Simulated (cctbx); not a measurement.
**Which space group?**

Cell: a = 4.2210 Å, b = 4.2210 Å, c = 8.8420 Å, α = 90.00°, β = 90.00°, γ = 90.00°. Expected content of the cell: Cd2 Nb2 Ca2 F2.

The data are simulated with cctbx, not measured: Mo Kα, λ = 0.71073 Å, to d = 0.7 Å, 95 % of the full sphere, strongest reflection 70000 counts, noise from counting, a 4 % proportional error and a noise floor of 4 counts (s.d.); no absorption.

A first pass over the reflections prints:

```text
1844 reflections to d = 0.701 A
centring   violations  <I/sigma> of those
    A        830 of   929     18.1
    B        833 of   929     18.1
    C        783 of   914     15.9
    I        847 of   904     18.3
    R       1120 of  1232     18.2
    F       1223 of  1386     17.4
Laue class    unique    Rint  (classes that these axes allow; Friedel mates merged)
P -1              959   0.021
P 1 2/m 1         542   0.026
P 1 1 2/m         514   0.026
P 2/m 1 1         542   0.025
P m m m           319   0.028
P 4/m             263   0.029
P 4/m m m         185   0.030
space group    extra absences  I>4sigma  <I/sigma>
P 4 2 2                 0          0         -  acentric
P 4 21 2               12          0       0.3  acentric
P 4 m m                 0          0         -  acentric
P -4 2 m                0          0         -  acentric
P -4 21 m              12          0       0.3  acentric
P -4 m 2                0          0         -  acentric
P 4/m m m               0          0         -  centric
P 4/n m m :1           50          0      -0.2  centric
P 4/n m m :2           50          0      -0.2  centric
Wilson B = 0.68 A^2   <|E^2-1|> = 0.762 (0.968 centric, 0.736 acentric)   E^2>4: 0.6 %
shell (A)         n   <I/sigma>
 8.84 - 1.40     32     48.5
 1.40 - 1.11     24     55.0
 1.11 - 0.97     24     47.6
 0.97 - 0.88     22     57.8
 0.88 - 0.82     21     53.2
 0.82 - 0.77     21     57.0
 0.77 - 0.73     20     51.5
 0.73 - 0.70     21     53.5
```

Q: Read the symmetry from these tables.

Every centring test has many violations, so the lattice is primitive.

Rint stays low (0.021 to 0.030) up to P 4/m m m, the highest class in these axes.

9 settings pass the absence test. The most absences obeyed, 50, belong to P 4/n m m alone.

⟨|E²−1|⟩ = 0.762 leans to a non-centrosymmetric structure. Here that hint misleads: the statistic assumes many like atoms on general positions, and few, heavy or special-position atoms break it. The Wilson B of 0.68 Å² means U ≈ 0.0086 Å².

The true group is P4/nmm (no. 129, origin choice 1), Laue class 4/mmm, centrosymmetric. The tables fix it.

The model was made for the exercise: a known structure type with other elements put in, its volume estimated, not relaxed; displacement parameters are assumed.

[Logs are printed without paths, hosts, clocks, repeated set-up lines and the standing remarks that a program may print on its own settings, such as how far it seeks lower states.]
